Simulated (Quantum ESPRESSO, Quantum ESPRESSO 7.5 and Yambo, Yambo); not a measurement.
## LuBi2O4Cl (P4/mmm): G0W0 on several meshes in Yambo

Wanted: mesh dependence and cost of G0W0 for LuBi2O4Cl (P4/mmm).

Main program and level: Quantum ESPRESSO 7.5 and Yambo 5.3.0; PBEsol and many-body steps on it, plane waves.

## (1) The structure

The structure is tetragonal, space group P4/mmm (No. 123). Conventional cell: a = 3.823 Å, b = 3.823 Å, c = 8.856 Å, α = 90.00°, β = 90.00°, γ = 90.00°. Nearest to Lu lie 8 O at 2.34 Å. Nearest to Bi lie 4 O at 2.23 Å. Cl has 8 Bi at 3.33 Å nearest. Nearest to O lie 2 Bi at 2.23 Å and 2 Lu at 2.34 Å. Farther neighbours and most contacts between anions are not listed.

As a file:

```cif
data_structure
_symmetry_space_group_name_H-M 'P 1'
_symmetry_Int_Tables_number 1
_cell_length_a 3.8232
_cell_length_b 3.8232
_cell_length_c 8.8560
_cell_angle_alpha 90.000
_cell_angle_beta 90.000
_cell_angle_gamma 90.000
_cell_volume 129.45
loop_
_atom_site_label
_atom_site_type_symbol
_atom_site_fract_x
_atom_site_fract_y
_atom_site_fract_z
_atom_site_occupancy
Lu1 Lu 0.00000 0.00000 0.00000 1
Bi2 Bi 0.50000 0.50000 0.71930 1
Bi3 Bi 0.50000 0.50000 0.28070 1
Cl4 Cl 0.00000 0.00000 0.50000 1
O5 O 0.50000 0.00000 0.84800 1
O6 O 0.00000 0.50000 0.84800 1
O7 O 0.50000 0.00000 0.15200 1
O8 O 0.00000 0.50000 0.15200 1
```

The cell and positions come from the Crystallography Open Database and are kept as given unless a step says otherwise. Spin-orbit coupling is left out unless a step names it.

## (2) Empty states on the mesh, 4×4×1 mesh, 590 bands

This step: Quantum ESPRESSO 7.5; DFT, PBEsol, plane waves, norm-conserving pseudopotentials.

The sums over transitions need many empty states on a uniform mesh; this step solves for them.

pw.in

```
&control
  calculation = 'nscf'
  prefix = 'x'
  outdir = 'o'
  pseudo_dir = 'pseudo'
/
&system
  ibrav = 0
  nat = 8
  ntyp = 4
  ecutwfc = 92.0
  nbnd = 590
  force_symmorphic = .true.
/
&electrons
  conv_thr = 1e-9
  electron_maxstep = 80
  diago_full_acc = .true.
  diago_thr_init = 5e-6
/
ATOMIC_SPECIES
  Lu 174.97 Lu.upf
  Bi 208.98 Bi.upf
  Cl 35.45 Cl.upf
  O 15.999 O.upf
CELL_PARAMETERS angstrom
  3.8232000000 0.0000000000 0.0000000000
  0.0000000000 3.8232000000 0.0000000000
  0.0000000000 0.0000000000 8.8560000000
ATOMIC_POSITIONS crystal
  Lu 0.0000000000 0.0000000000 0.0000000000
  Bi 0.5000000000 0.5000000000 0.7193000000
  Bi 0.5000000000 0.5000000000 0.2807000000
  Cl 0.0000000000 0.0000000000 0.5000000000
  O 0.5000000000 0.0000000000 0.8480000000
  O 0.0000000000 0.5000000000 0.8480000000
  O 0.5000000000 0.0000000000 0.1520000000
  O 0.0000000000 0.5000000000 0.1520000000
K_POINTS automatic
  4 4 1 0 0 0
```

Launch:

```
$ OMP_NUM_THREADS=1 mpirun -n 8 pw.x -nk 4 -in pw.in > pw.out
```

Log:

```text
Program PWSCF v.7.5 starts

     This program is part of the open-source Quantum ESPRESSO suite
     for quantum simulation of materials; please cite
         "P. Giannozzi et al., J. Phys.:Condens. Matter 21 395502 (2009);
         "P. Giannozzi et al., J. Phys.:Condens. Matter 29 465901 (2017);
         "P. Giannozzi et al., J. Chem. Phys. 152 154105 (2020);
     in publications or presentations arising from this work. More details at

     Atomic positions and unit cell read from directory:
     o/x.save/

     Message from routine setup:
[...]
25.3704  26.3567  26.9738  27.0985  28.2118  28.4167  28.6416  28.8783
     [... 62 further rows ...]
   147.6990 148.1485 148.3404 148.6194 148.9764 149.1284 149.2685 149.3688
   149.4385 149.7212 150.3838 150.6067 150.9410 150.9887

          k = 0.2500 0.2500 0.0000 ( 13004 PWs)   bands (ev):

     [... further k-points ...]

     highest occupied, lowest unoccupied level (ev):    11.2274   12.3526

     XML data file, pseudopotentials, collected wavefunctions

=------------------------------------------------------------------------------=
   JOB DONE.
=------------------------------------------------------------------------------=
```

Wall time 3.2 min (8 MPI ranks of Arm Neoverse V1, shared host); peak memory 3.4 GiB.

This step gave:

```
gap                                                           : 1.125 eV
k of the valence top                                          : -0.5, -0.5, 0
k of the conduction bottom                                    : 0, 0, 0
least direct gap                                              : 1.513 eV
k points computed                                             : 6
lowest point of the top converged band, above the valence top : 138.1076 eV
```

On this mesh the gap is 1.125 eV.

The density comes from a self-consistent run that is not shown.

## (3) Conversion and set-up

This step: Yambo 5.3.0; conversion and set-up on PBEsol, plane waves, norm-conserving pseudopotentials.

The states are converted to the many-body program's format and the q mesh is built.

Launch:

```
$ (cd o/x.save; p2y > p2y.log; mv SAVE ../..); yambo > setup.log
```

Log:

```text
 Yambo, version 5.3.0

 [02] CORE Variables Setup
 =========================

  [02.01] Unit cells
  ==================

  Cell kind             :  Unknown
  Atoms in the cell     :  Lu  Bi  Cl  O
  number of Lu atoms    :  1
  number of Bi atoms    :  2
  number of Cl atoms    :  1
  number of O  atoms    :   4

  List of atomic masses
  Mass of Lu    :  174.9700
  Mass of Bi    :  208.9800
  Mass of Cl    :  35.45000
  Mass of O     :  15.99900

  List of atomic coordinates    : [cc]
  Lu1       :  0.000000  0.000000  0.000000  order 1
[...]
==========================================

 IBZ Q-points                                      :   6
 BZ  Q-points                                      :  16

 K/Q-points units:
 rlu = crystal or reduced units; cc = cartesian coordinates; iku = interal k-units

 Q [1]          [rlu]:  0.000000  0.000000  0.000000
 Q [2]          [rlu]:  0.000000  0.250000  0.000000
 Q [3]          [rlu]:  0.000000 -0.500000  0.000000
 Q [4]          [rlu]:  0.250000  0.250000  0.000000
 Q [5]          [rlu]:  0.250000 -0.500000  0.000000
 Q [6]          [rlu]: -0.500000 -0.500000  0.000000

  [03.01] X indexes
  =================

   [03.01.01] Sigma indexes
   ========================

 [06] Game Over & Game summary
```

Elapsed: 4.8 s, on 1 MPI rank; peak memory 0.25 GiB.

## (4) 4×4×1

G0W0 replaces the xc potential by the self-energy, built once from these orbitals. Only a window of levels is corrected, while the sums run over the empty bands that the input names.

This step: G0W0 on PBEsol, plane waves, norm-conserving pseudopotentials.

gw2.in

```
HF_and_locXC
gw0
dyson
ppa
em1d
rim_cut
RandQpts= 1000000
RandGvec= 1 RL
EXXRLvcs= 92 Ry
VXCRLvcs= 368 Ry
Chimod= "HARTREE"
% BndsRnXp
 1 | 271 |
%
NGsBlkXp= 11.5 Ry
% LongDrXp
 1 | 1 | 1 |
%
% GbndRnge
 1 | 271 |
%
DysSolver= "n"
ExtendOut
PPAPntXp= 27.21138 eV
% QPkrange
 6 | 6 | 50 | 53 |
 1 | 1 | 50 | 53 |
%
```

Launch:

```
$ OMP_NUM_THREADS=1 mpirun -n 8 yambo -F gw2.in -J gw2 -C gw2 > gw2.log
```

Log:

```text
 Yambo, version 5.3.0

 [02] CORE Variables Setup
 =========================

  [... cell, symmetries and grids as in the set-up ...]

  [02.05] Energies & Occupations
  ==============================

  [X] === General ===
  [X] Electronic Temperature                        :  0.000000  0.000000 [eV K]
  [X] Bosonic    Temperature                        :  0.000000  0.000000 [eV K]
  [X] Finite Temperature mode                       : no
  [X] El. density                                   :  0.78797E+24 [cm-3]
  [X] Fermi Level                                   :  11.22736 [eV]

  [X] === Gaps and Widths ===
  [X] Conduction Band Min                           :  1.125207 [eV]
  [X] Valence Band Max                              :  0.000000 [eV]
  [X] Filled Bands                                  :   51
  [X] Empty Bands                                   :    52   590
  [X] Direct Gap                                    :  1.513456 [eV]
  [X] Direct Gap localized at k                     :  1
  [X] Indirect Gap                                  :  1.125207 [eV]
  [X] Indirect Gap between kpts                     :   6   1
  [X] Last valence band width                       :  0.786197 [eV]
  [X] 1st conduction band width                     :  2.661999 [eV]

 [03] Transferred momenta grid and indexing
 ==========================================

 IBZ Q-points                                      :   6
 BZ  Q-points                                      :  16

 K/Q-points units:
 rlu = crystal or reduced units; cc = cartesian coordinates; iku = interal k-units

 Q [1]          [rlu]:  0.000000  0.000000  0.000000
 Q [2]          [rlu]:  0.000000  0.250000  0.000000
 Q [3]          [rlu]:  0.000000 -0.500000  0.000000
 Q [4]          [rlu]:  0.250000  0.250000  0.000000
 Q [5]          [rlu]:  0.250000 -0.500000  0.000000
 Q [6]          [rlu]: -0.500000 -0.500000  0.000000

 [04] Coloumb potential Random Integration (RIM)
 ===============================================

  [04.01] RIM initialization
  ==========================

  * Diagonal components only detected *

  8 x (sBL volume)        :  0.141978 [a.u.]
  sBZ random points       :  1000000
  Points outside the sBZ  :   7992674
  RL volume               :  0.283956 [a.u.]
  Integrated volume       :  0.284216 [a.u.]

  [04.02] RIM integrals
  =====================

  Gamma point sphere radius             :  0.094629 [a.u.]
  Points outside the sphere             :   799651
  [Int_sBZ(q=0) 1/q^2]*(Vol_sBZ)^(-1/3) =:  7.425606
                                 should be <:  7.795600

  Summary of Coulomb integrals for non-metallic bands |Q|[au] RIM/Bare

  Q [1] 0.100000E-4 0.952538 * Q [2] 0.217417 0.906566
  Q [4] 0.307474 0.966048 * Q [3] 0.434834 0.977944
  Q [5] 0.486160 0.984476 * Q [6] 0.614949 0.990485

 [WARNING] [Xp] User bands 1-271 break level degeneracy

 [05] Dipoles
 ============

  [05.01] Setup: observables and procedures
  =========================================

  [WARNING] [x,Vnl] slows the Dipoles computation. To neglect it rename the ns.kb_pp file

 [06] Dynamic Dielectric Matrix (PPA)
 ====================================

 [SLK-Inversion]  Pools        :  2
 [SLK-Inversion]  BLACS grid   :  2  2

 [WR./gw2//ndb.pp]---------------------------------------------------------------
  Brillouin Zone Q/K grids (IBZ/BZ)                :   6  16   6  16
  RL vectors                                       :  15651 [WF]
  Coulomb cutoff potential                         : none
  Electronic Temperature                           :  0.000000 [K]
  Bosonic    Temperature                           :  0.000000 [K]
  PPA    diel. fun.  energies                      : Perdew, Burke & Ernzerhof SOL(X)+Perdew, Burke & Ernzerhof SOL(C)
  wavefunctions                                    : Perdew, Burke & Ernzerhof SOL(X)+Perdew, Burke & Ernzerhof SOL(C)
  Global Gauge                                     : length
  X matrix size                                    :   591
  X band range                                     :    1  271
  X e/h energy range                               : -1.000000 -1.000000 [eV]
  X Time ordering                                  : R
  X Hxc Kernel                                     : HARTREE
  X Drude frequency                                :  0.000000  0.000000
  X poles                                          :  100.0000 [o/o]
  RL vectors in the sum                            :  15651
  [r,Vnl] included                                 : yes
  Field direction                                  :  0.577350E-5  0.577350E-5  0.577350E-5
  BZ energy Double Grid                            : no
  BZ energy DbGd points                            : 0
  BZ Q point size factor                           : -1.000000
  X Optical Averaged directions                    : none

 [07] Local Exchange-Correlation + Non-Local Fock
 ================================================

 [VXC] Plane waves :  104163
 [EXS] Plane waves :  13003

 QP @ state[ 1 ] K range:  1  1
 QP @ state[ 1 ] b range:   50   53
 QP @ state[ 2 ] K range:   6   6
 QP @ state[ 2 ] b range:   50   53

 [xc] Functional : Perdew, Burke & Ernzerhof SOL(X)+Perdew, Burke & Ernzerhof SOL(C)
 [xc] LIBXC used to calculate xc functional
  PP Number of Atomic Species                      :   4
  NLCC RL compoments                               :  104163
  PP Number of Atomic Species                      :   4
  NLCC RL compoments                               :  104163

 [xc] E_xc :  -71.31147 [Ha]
      E_xc :  -142.6229 [Ry]

  Local XC kind (lXC) : Perdew, Burke & Ernzerhof SOL(X)+Perdew, Burke & Ernzerhof SOL(C)
  Non-Local XC kind (nlXC) : Hartree-Fock

  Corrections @ K [1] :  [eV]
 <50|nlXC|50> = -26.42748  0.21935E-16 <50|lXC|50> = -21.78628  0.37763E-15
 <51|nlXC|51> = -23.72651 -0.33173E-17 <51|lXC|51> = -20.09624  0.000000
 <52|nlXC|52> = -8.227579 -0.28915E-17 <52|lXC|52> = -12.12347  0.18882E-15
 <53|nlXC|53> = -9.006582  0.24086E-17 <53|lXC|53> = -13.47468  0.000000

  Corrections @ K [6] :  [eV]
 <50|nlXC|50> = -24.58848 -0.20225E-16 <50|lXC|50> = -20.35511 -0.18882E-15
 <51|nlXC|51> = -27.10154  0.29056E-17 <51|lXC|51> = -22.59797 -0.18882E-15
 <52|nlXC|52> = -9.954057 -0.38323E-17 <52|lXC|52> = -14.04053 -0.47204E-16
 <53|nlXC|53> = -9.954412  0.85527E-18 <53|lXC|53> = -14.04053  0.47204E-16

  [07.01] Hartree-Fock occupations report
  =======================================

  [Hartree-Fock] === General ===
  [Hartree-Fock] Electronic Temperature             :  0.000000  0.000000 [eV K]
  [Hartree-Fock] Bosonic    Temperature             :  0.000000  0.000000 [eV K]
  [Hartree-Fock] Finite Temperature mode            : no
  [Hartree-Fock] El. density                        :  0.78797E+24 [cm-3]
  [Hartree-Fock] Fermi Level                        :  11.22736 [eV]

  [Hartree-Fock] === Gaps and Widths ===
  [Hartree-Fock] Conduction Band Min                :  2.775113 [eV]
  [Hartree-Fock] Valence Band Max                   : -0.369601 [eV]
  [Hartree-Fock] Filled Bands                       :   51
  [Hartree-Fock] Empty Bands                        :    52   590
  [Hartree-Fock] Direct Gap                         :  3.321844 [eV]
  [Hartree-Fock] Direct Gap localized at k          :  2
  [Hartree-Fock] Indirect Gap                       :  3.144713 [eV]
  [Hartree-Fock] Indirect Gap between kpts          :  2  3
  [Hartree-Fock] Last valence band width            :  4.133965 [eV]
  [Hartree-Fock] 1st conduction band width          :  4.978978 [eV]

 [08] Dyson equation: Newton solver
 ==================================

  [08.01] G0W0 (W PPA)
  ====================

  [  GW  ] Bands range     :    1  271
  [GW/PPA] G damping       :  0.100000 [eV]

  QP @ state[ 1 ] K range:  1  1
  QP @ state[ 1 ] b range:   50   53
  QP @ state[ 2 ] K range:   6   6
  QP @ state[ 2 ] b range:   50   53

   Sc/G bands                                       :    1  271
   Sc/G damping                                     :  0.100000 ev
   Sc bands terminator                              : no
   Sx RL components                                 :  13003

   QP @ state[ 1 ] K range                          :  1  1
   QP @ state[ 1 ] b range                          :   50   53
   QP @ state[ 2 ] K range                          :   6   6
   QP @ state[ 2 ] b range                          :   50   53
   GF energies kind                                 : Perdew, Burke & Ernzerhof SOL(X)+Perdew, Burke & Ernzerhof SOL(C)
   GF WF`s kind                                     : Perdew, Burke & Ernzerhof SOL(X)+Perdew, Burke & Ernzerhof SOL(C)
   Xs energies kind                                 : Perdew, Burke & Ernzerhof SOL(X)+Perdew, Burke & Ernzerhof SOL(C)
   Xs WF`s kind                                     : Perdew, Burke & Ernzerhof SOL(X)+Perdew, Burke & Ernzerhof SOL(C)

 [11] Game Over & Game summary
```

Run time: 4.9 min. Hardware: 8 MPI ranks; peak memory 7.4 GiB.

Numbers from this step:

- G0W0 gap on the points computed: 1.286 eV
- starting gap on the mesh: 1.125 eV
- k of the valence top: -0.5, -0.5, 0
- k of the conduction bottom: 0, 0, 0
- least direct G0W0 gap on the computed points: 1.984 eV
- Z at the valence top: 0.7766
- Z at the conduction bottom: 0.8394

The gap on the mesh goes from 1.13 eV to 1.29 eV, a correction of +0.16 eV.

## (5) Empty states on the mesh, 2×2×1 mesh, 271 bands

This step: Quantum ESPRESSO 7.5; DFT, PBEsol, plane waves, norm-conserving pseudopotentials.

pw.in: that of step 2 with these lines changed.

```diff
@@ -11,3 +11,3 @@
   ecutwfc = 92.0
-  nbnd = 590
+  nbnd = 271
   force_symmorphic = .true.
@@ -39,2 +39,2 @@
 K_POINTS automatic
-  4 4 1 0 0 0
+  2 2 1 0 0 0
```

Launch:

```
$ OMP_NUM_THREADS=1 mpirun -n 8 pw.x -nk 4 -in pw.in > pw.out
```

Log:

```text
[banner, memory and clock lines left out]
Program PWSCF v.7.5 starts

     Atomic positions and unit cell read from directory:
     o/x.save/

     Message from routine setup:
     using ibrav=0 with symmetry is DISCOURAGED, use correct ibrav instead

     Message from routine divide_et_impera:
     suboptimal parallelization: some nodes have no k-points

     bravais-lattice index     =            0
     lattice parameter (alat)  =       7.2248  a.u.
     unit-cell volume          =     873.5510 (a.u.)^3
     number of atoms/cell      =            8
[...]
[... 22 further rows ...]
[...]
82.2520  82.7960  83.3612  83.4299  83.4379  83.4426  84.3505

          k =-0.5000-0.5000 0.0000 ( 13048 PWs)   bands (ev):

  -141.4544-141.4544 -79.4995 -79.4994 -79.4811 -79.4811 -79.4811 -79.4811
[...]
26.2153  26.6849  26.7394  26.8050  26.9013  26.9013  28.3483  28.6506
     [... 22 further rows ...]
    81.5883  81.7103  81.7103  81.7949  81.7949  82.4792  82.7914  82.9237
    83.1331  83.1331  83.5252  83.8222  83.8222  83.8854  83.8854

     highest occupied, lowest unoccupied level (ev):    11.2274   12.3526

     XML data file, pseudopotentials, collected wavefunctions
```

Run time: 31 s. Hardware: 8 MPI ranks; peak memory 1.4 GiB.

Numbers from this step:

* gap: 1.125 eV
* k of the valence top: -0.5, -0.5, 0
* k of the conduction bottom: 0, 0, 0
* least direct gap: 1.513 eV
* k points computed: 3
* lowest point of the top converged band, above the valence top: 72.6580 eV

On this mesh the gap is 1.125 eV.

(Part 1 of 2 ends here.)

[Paths, hosts, dates, memory and timing lines, banners, echoed tables and standing remarks are left out of the program output.]

[Logs are printed without paths, hosts, clocks, repeated set-up lines and the standing remarks that a program may print on its own settings, such as how far it seeks lower states.]

[Runs of the session that timed out or met a known fault of the program may be left out.]

[Hosts, paths, dates, database ids (printed as entryN), source tags and the programs' standing remarks are cut or masked in the printed files.]
